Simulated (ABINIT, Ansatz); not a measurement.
# ZrPbO3 (Pm-3m): modes at Γ and the response to a field

Which modes does ZrPbO3 (Pm-3m) have at the zone centre?

Method: DFT LDA, scalar-relativistic, plane waves, PseudoDojo norm-conserving pseudopotentials, in ABINIT 10.8.3.

## (1) The starting structure

The structure is cubic, space group Pm-3m (No. 221). The conventional cell has a = 4.209 Å, b = 4.209 Å, c = 4.209 Å, α = 90.00°, β = 90.00°, γ = 90.00°. Zr has 6 O at 2.10 Å nearest. Nearest to Pb lie 12 O at 2.98 Å. O has 2 Zr at 2.10 Å nearest. Farther neighbours and most contacts between anions are not listed.

As a file:

```cif
data_structure
_symmetry_space_group_name_H-M 'Pm-3m'
_symmetry_Int_Tables_number 221
_cell_length_a 4.2089
_cell_length_b 4.2089
_cell_length_c 4.2089
_cell_angle_alpha 90.000
_cell_angle_beta 90.000
_cell_angle_gamma 90.000
_cell_volume 74.56
loop_
_atom_site_label
_atom_site_type_symbol
_atom_site_symmetry_multiplicity
_atom_site_Wyckoff_symbol
_atom_site_fract_x
_atom_site_fract_y
_atom_site_fract_z
_atom_site_occupancy
Zr1 Zr 1 a 0.00000 0.00000 0.00000 1
Pb1 Pb 1 b 0.50000 0.50000 0.50000 1
O1 O 3 d 0.50000 0.00000 0.00000 1
```

## (2) A first look

A first run with smearing and empty bands tells whether the crystal has a gap, which decides between fixed occupations and smearing later on.

Contents of probe.abi:

```
# ground state
tolvrs 1.0d-08
prtden 1
prtwf 1

# basis, mesh and filling
ecut 36.0
ngkpt 4 4 4
nshiftk 1
shiftk 0.0 0.0 0.0
istwfk *1
occopt 7
tsmear 0.005
nband 31
nstep 100
diemac 9.0
prtebands 0
prtgsr 0
useylm 1

# cell and atoms
acell 3*1.0 Angstrom
rprim 
    4.208933 0.0 0.0
    0.0 4.208933 0.0
    0.0 0.0 4.208933
ntypat 3
znucl 40 82 8
natom 5
typat 1 2 3 3 3
xred 
    0.0 0.0 0.0
    0.5 0.5 0.5
    0.5 0.0 0.0
    0.0 0.0 0.5
    0.0 0.5 0.0
pp_dirpath "./pseudo"
pseudos "Zr.upf, Pb.upf, O.upf"
```

Started as:

```sh
$ OMP_NUM_THREADS=1 mpirun -n 8 abinit probe.abi > probe.log
```

Numbers of over 12 decimals in the logs are rounded to 6 here.

probe.abo, the main output file:

```text
[banners, grids, parts of the stress and lines that vanish by symmetry left out]
- input  file    -> probe.abi
- output file    -> probe.abo
- root for input  files -> probei
[...]
Symmetries : space group Pm -3 m (#221); Bravais cP (primitive cubic)
[...]
mpw =        5232          nfft =       91125          nkpt =          10
[...]
== DATASET  1 ==================================================================
[...]
-    --> not optimal distribution: autoparal keyword recommended in input file <--
[...]
cutoff_energies: {ecut:  36.0, pawecutdg:  -1.0, }
[...]
ETOT  1  -170.07562744516    -1.701E+02 1.163E-01 1.884E+03
 ETOT  2  -168.83148957169     1.244E+00 2.694E-02 4.819E+03
 ETOT  3  -170.62398260249    -1.792E+00 1.335E-02 1.751E+02
 ETOT  4  -170.67242238711    -4.844E-02 1.528E-02 1.390E+01
 ETOT  5  -170.67528559134    -2.863E-03 2.935E-03 2.219E+00
[...]
ETOT 10  -170.67594033278    -3.382E-09 8.470E-04 9.173E-08
 ETOT 11  -170.67594033279    -9.237E-12 2.044E-04 1.240E-10
 At SCF step   11       vres2   =  1.24E-10 < tolvrs=  1.00E-08 =>converged.
[...]
sigma(1 1)=  4.07141311E-04  sigma(3 2)=  0.00000000E+00
  sigma(2 2)=  4.07141311E-04  sigma(3 1)=  0.00000000E+00
  sigma(3 3)=  4.07141311E-04  sigma(2 1)=  0.00000000E+00
[...]
convergence: {deltae: -9.237E-12, res2:  1.240E-10, residm:  2.044E-04, diffor: null, }
etotal    :  -1.70675940E+02
[...]
sigma(1 1)=  4.07141311E-04  sigma(3 2)=  0.00000000E+00
  sigma(2 2)=  4.07141311E-04  sigma(3 1)=  0.00000000E+00
  sigma(3 3)=  4.07141311E-04  sigma(2 1)=  0.00000000E+00
[...]
- sigma(1 1)=  1.19785109E+01  sigma(3 2)=  0.00000000E+00
- sigma(2 2)=  1.19785109E+01  sigma(3 1)=  0.00000000E+00
- sigma(3 3)=  1.19785109E+01  sigma(2 1)=  0.00000000E+00
[...]
fcart     -0.0000000000E+00 -0.0000000000E+00 -0.0000000000E+00
           strten      4.0714131104E-04  4.0714131104E-04  4.0714131104E-04
================================================================================

[key lines of the parts left out:]
pressure_GPa:  -1.1979E+01
```

The job ended after 15 s (8 MPI ranks of Arm Neoverse V2, shared host).

Numbers from this step:

```
volume per atom   : 14.91 Å³
pressure          : -11.98 GPa
gap on the k-mesh : 2.168 eV
```

A gap of 2.2 eV opens on this mesh, so the crystal is taken as an insulator; the printed pressure holds the stress of the finite basis too.

## (3) Relaxation

The harmonic expansion needs vanishing forces, and a free crystal bears no stress, so cell and atoms are brought to rest. Stress is more sensitive to the basis than forces are: the last 3 Ha under the cutoff are smoothed with ecutsm, and the cutoff is raised above that of the later runs.

Contents of relax.abi:

```
# relaxation
ionmov 2
optcell 2
dilatmx 1.08
ntime 40
tolmxf 1.0d-05
tolvrs 1.0d-14
prtwf 0
prtden 0
chksymtnons 0

# basis, mesh and filling
ecut 44.0
ecutsm 3.0
ngkpt 6 6 6
nshiftk 1
shiftk 0.0 0.0 0.0
istwfk *1
occopt 1
nband 22
nstep 100
diemac 9.0
prtebands 0
prtgsr 0
useylm 1

# cell and atoms
acell 3*1.0 Angstrom
rprim 
    4.208933 0.0 0.0
    0.0 4.208933 0.0
    0.0 0.0 4.208933
ntypat 3
znucl 40 82 8
natom 5
typat 1 2 3 3 3
xred 
    0.0 0.0 0.0
    0.5 0.5 0.5
    0.5 0.0 0.0
    0.0 0.0 0.5
    0.0 0.5 0.0
pp_dirpath "./pseudo"
pseudos "Zr.upf, Pb.upf, O.upf"
```

Started as:

```sh
$ OMP_NUM_THREADS=1 mpirun -n 8 abinit relax.abi > relax.log
```

relax.abo, the main output file:

```text
[banners, grids, parts of the stress and lines that vanish by symmetry left out]
- input  file    -> relax.abi
- output file    -> relax.abo
- root for input  files -> relaxi
[...]
Symmetries : space group Pm -3 m (#221); Bravais cP (primitive cubic)
[...]
mpw =        8858          nfft =      157464          nkpt =          20
[...]
== DATASET  1 ==================================================================
[...]
cutoff_energies: {ecut:  44.0, pawecutdg:  -1.0, }
[...]
ETOT  1  -169.70620044381    -1.697E+02 2.274E-01 7.551E+02
 ETOT  2  -170.66177963667    -9.556E-01 1.076E-01 1.392E+02
 ETOT  3  -170.67197082570    -1.019E-02 5.695E-03 3.159E+01
 ETOT  4  -170.65968901225     1.228E-02 5.522E-04 1.101E+02
 ETOT  5  -170.67440635284    -1.472E-02 7.332E-05 1.699E+01
[...]
At SCF step   20       vres2   =  4.50E-15 < tolvrs=  1.00E-14 =>converged.
[...]
sigma(1 1)=  3.83116924E-04  sigma(3 2)=  0.00000000E+00
  sigma(2 2)=  3.83116924E-04  sigma(3 1)=  0.00000000E+00
  sigma(3 3)=  3.83116924E-04  sigma(2 1)=  0.00000000E+00
[...]
convergence: {deltae: -7.475E-12, res2:  4.499E-15, residm:  8.207E-16, diffor: null, }
etotal    :  -1.70677483E+02
[...]
ETOT  1  -170.65070793482    -1.707E+02 3.512E-01 2.566E+02
[...]
At SCF step   16       vres2   =  2.80E-16 < tolvrs=  1.00E-14 =>converged.
[...]
sigma(1 1)=  2.16718038E-04  sigma(3 2)=  0.00000000E+00
  sigma(2 2)=  2.16718038E-04  sigma(3 1)=  0.00000000E+00
  sigma(3 3)=  2.16718038E-04  sigma(2 1)=  0.00000000E+00
[...]
convergence: {deltae: -4.718E-12, res2:  2.797E-16, residm:  7.286E-18, diffor: null, }
etotal    :  -1.70682674E+02
[...]
ETOT  1  -170.64072909314    -1.706E+02 1.023E-01 3.678E+02
[...]
At SCF step   17       vres2   =  7.84E-16 < tolvrs=  1.00E-14 =>converged.
[...]
sigma(1 1)= -2.54414415E-05  sigma(3 2)=  0.00000000E+00
  sigma(2 2)= -2.54414415E-05  sigma(3 1)=  0.00000000E+00
  sigma(3 3)= -2.54414415E-05  sigma(2 1)=  0.00000000E+00
[...]
convergence: {deltae: -1.819E-12, res2:  7.842E-16, residm:  6.038E-19, diffor: null, }
etotal    :  -1.70684694E+02
[...]
ETOT  1  -170.68420747381    -1.707E+02 1.116E-07 4.235E+00
[...]
At SCF step   15       vres2   =  5.82E-16 < tolvrs=  1.00E-14 =>converged.
[...]
sigma(1 1)=  1.33099875E-06  sigma(3 2)=  0.00000000E+00
  sigma(2 2)=  1.33099875E-06  sigma(3 1)=  0.00000000E+00
  sigma(3 3)=  1.33099875E-06  sigma(2 1)=  0.00000000E+00
[...]
convergence: {deltae: -7.731E-12, res2:  5.817E-16, residm:  6.290E-19, diffor: null, }
etotal    :  -1.70684718E+02
[...]
ETOT  1  -170.68471656284    -1.707E+02 1.218E-08 1.043E-02
[...]
ETOT 11  -170.68471781907    -6.651E-12 1.754E-17 5.952E-14
 ETOT 12  -170.68471781907     2.359E-12 1.167E-18 8.212E-15
 At SCF step   12       vres2   =  8.21E-15 < tolvrs=  1.00E-14 =>converged.
[...]
sigma(1 1)=  7.33044342E-09  sigma(3 2)=  0.00000000E+00
  sigma(2 2)=  7.33044343E-09  sigma(3 1)=  0.00000000E+00
  sigma(3 3)=  7.33044343E-09  sigma(2 1)=  0.00000000E+00
[...]
convergence: {deltae:  2.359E-12, res2:  8.212E-15, residm:  1.167E-18, diffor: null, }
etotal    :  -1.70684718E+02
[...]
At Broyd/MD step   5, gradients are converged :
[...]
sigma(1 1)=  7.33044342E-09  sigma(3 2)=  0.00000000E+00
  sigma(2 2)=  7.33044343E-09  sigma(3 1)=  0.00000000E+00
  sigma(3 3)=  7.33044343E-09  sigma(2 1)=  0.00000000E+00
[...]
- sigma(1 1)=  2.15669091E-04  sigma(3 2)=  0.00000000E+00
- sigma(2 2)=  2.15669092E-04  sigma(3 1)=  0.00000000E+00
- sigma(3 3)=  2.15669092E-04  sigma(2 1)=  0.00000000E+00
[...]
fcart     -0.0000000000E+00 -0.0000000000E+00 -0.0000000000E+00
           strten      7.3304434224E-09  7.3304434293E-09  7.3304434293E-09
================================================================================

[key lines of the parts left out:]
pressure_GPa:  -2.1567E-04
Total energy (etotal) [Ha]= -1.70684717819072E+02
```

The job ended after 2.4 min (8 MPI ranks).

Step by step:

```tsv
step	energy less that of the first step (eV)	largest force (eV/Å)	volume (Å³)
1	0.0000	0.0000	74.56
2	-0.1413	0.0000	72.02
3	-0.1962	0.0000	69.04
4	-0.1969	0.0000	69.33
5	-0.1969	0.0000	69.32
```

```tsv
conventional cell, symmetrised	before	after	change
a (Å)	4.209	4.108	-2.4 %
b (Å)	4.209	4.108	-2.4 %
c (Å)	4.209	4.108	-2.4 %
volume (Å³/atom)	14.91	13.86	-7.0 %
```

Read from the output:

```yaml
volume_per_atom: 13.86 Å³
pressure: -2.16e-4 GPa
```

The volume changes by -7.0 % in this run and stands -7.0 % from the first cell.

## (4) Ground state

The response is built on these wavefunctions, so the potential is converged far more tightly than an energy would need. The mesh is shifted off Γ, since shifted meshes converge sums over the zone faster.

Contents of gs.abi:

```
# ground state
tolvrs 1.0d-16
prtden 1
prtwf 1

# basis, mesh and filling
ecut 36.0
ngkpt 6 6 6
nshiftk 1
shiftk 0.5 0.5 0.5
istwfk *1
occopt 1
nband 22
nstep 100
diemac 9.0
prtebands 0
prtgsr 0
useylm 1

# cell and atoms
acell 3*1.0 Angstrom
rprim 
    4.107887443 0.0 0.0
    0.0 4.107887443 0.0
    0.0 0.0 4.107887443
ntypat 3
znucl 40 82 8
natom 5
typat 1 2 3 3 3
xred 
    0.0 0.0 0.0
    0.5 0.5 0.5
    0.5 0.0 0.0
    0.0 0.0 0.5
    0.0 0.5 0.0
pp_dirpath "./pseudo"
pseudos "Zr.upf, Pb.upf, O.upf"
```

Started as:

```sh
$ OMP_NUM_THREADS=1 mpirun -n 8 abinit gs.abi > gs.log
```

gs.abo, the main output file:

```text
[banners, grids, parts of the stress and lines that vanish by symmetry left out]
- input  file    -> gs.abi
- output file    -> gs.abo
- root for input  files -> gsi
[...]
Symmetries : space group Pm -3 m (#221); Bravais cP (primitive cubic)
[...]
mpw =        4848          nfft =       91125          nkpt =          10
[...]
== DATASET  1 ==================================================================
[...]
-    --> not optimal distribution: autoparal keyword recommended in input file <--
[...]
cutoff_energies: {ecut:  36.0, pawecutdg:  -1.0, }
[...]
ETOT  1  -169.71456120195    -1.697E+02 2.637E-01 6.410E+02
 ETOT  2  -170.65092391943    -9.364E-01 8.550E-03 8.798E+01
 ETOT  3  -170.65158915502    -6.652E-04 1.053E-03 1.129E+02
 ETOT  4  -170.65914685079    -7.558E-03 1.431E-03 9.372E+01
 ETOT  5  -170.68352254251    -2.438E-02 3.682E-04 2.120E-01
[...]
ETOT 21  -170.68367638819    -1.990E-13 7.231E-19 2.345E-16
 ETOT 22  -170.68367638819    -1.052E-12 6.138E-20 1.280E-17
 At SCF step   22       vres2   =  1.28E-17 < tolvrs=  1.00E-16 =>converged.
[...]
sigma(1 1)=  2.78637915E-05  sigma(3 2)=  0.00000000E+00
  sigma(2 2)=  2.78637915E-05  sigma(3 1)=  0.00000000E+00
  sigma(3 3)=  2.78637915E-05  sigma(2 1)=  0.00000000E+00
[...]
convergence: {deltae: -1.052E-12, res2:  1.280E-17, residm:  6.138E-20, diffor: null, }
etotal    :  -1.70683676E+02
[...]
sigma(1 1)=  2.78637915E-05  sigma(3 2)=  0.00000000E+00
  sigma(2 2)=  2.78637915E-05  sigma(3 1)=  0.00000000E+00
  sigma(3 3)=  2.78637915E-05  sigma(2 1)=  0.00000000E+00
[...]
- sigma(1 1)=  8.19781047E-01  sigma(3 2)=  0.00000000E+00
- sigma(2 2)=  8.19781047E-01  sigma(3 1)=  0.00000000E+00
- sigma(3 3)=  8.19781047E-01  sigma(2 1)=  0.00000000E+00
[...]
fcart     -0.0000000000E+00 -0.0000000000E+00 -0.0000000000E+00
           strten      2.7863791457E-05  2.7863791457E-05  2.7863791457E-05
================================================================================

[key lines of the parts left out:]
pressure_GPa:  -8.1978E-01
```

Wall time 17 s (8 MPI ranks).

This step gave:

```
pressure : -0.8198 GPa
```

The cell stands at -0.82 GPa: the relaxation ran with a smoothed and higher cutoff and on another k mesh.

## (5) The gap at rest

Empty bands on the ground state's density check that the gap assumed so far is there in this cell.

Contents of gap.abi:

```
# empty bands on the ground state's density
iscf -2
getden_filepath "gso_DEN"
tolwfr 1.0d-12
nbdbuf 2
prtwf 0

# basis, mesh and filling
ecut 36.0
ngkpt 6 6 6
nshiftk 1
shiftk 0.0 0.0 0.0
istwfk *1
occopt 1
nband 26
nstep 100
diemac 9.0
prtebands 0
prtgsr 0
useylm 1

# cell and atoms
acell 3*1.0 Angstrom
rprim 
    4.107887443 0.0 0.0
    0.0 4.107887443 0.0
    0.0 0.0 4.107887443
ntypat 3
znucl 40 82 8
natom 5
typat 1 2 3 3 3
xred 
    0.0 0.0 0.0
    0.5 0.5 0.5
    0.5 0.0 0.0
    0.0 0.0 0.5
    0.0 0.5 0.0
pp_dirpath "./pseudo"
pseudos "Zr.upf, Pb.upf, O.upf"
```

Started as:

```sh
$ OMP_NUM_THREADS=1 mpirun -n 8 abinit gap.abi > gap.log
```

gap.abo, the main output file:

```text
[banners, grids, parts of the stress and lines that vanish by symmetry left out]
- input  file    -> gap.abi
- output file    -> gap.abo
- root for input  files -> gapi
[...]
Symmetries : space group Pm -3 m (#221); Bravais cP (primitive cubic)
[...]
mpw =        4853          nfft =       91125          nkpt =          20
[...]
== DATASET  1 ==================================================================
[...]
cutoff_energies: {ecut:  36.0, pawecutdg:  -1.0, }
[...]
-outvars: echo values of variables after computation
            acell      1.8897261259E+00  1.8897261259E+00  1.8897261259E+00 Bohr
================================================================================
```

The job ended after 17 s (8 MPI ranks; 2.2 min of CPU time).

Read from the output:

```yaml
gap_on_the_k_mesh: 2.373 eV
```

In this cell the gap on the mesh is 2.4 eV, direct, so fixed occupations hold.

(Part 1 of 3 ends here.)

[Host names and launcher messages were left out of these logs when they were recorded.]

[Logs are printed without paths, hosts, clocks, repeated set-up lines and the standing remarks that a program may print on its own settings, such as how far it seeks lower states.]

[Hosts, paths, dates, database ids (printed as entryN), source tags and the programs' standing remarks are cut or masked in the printed files.]
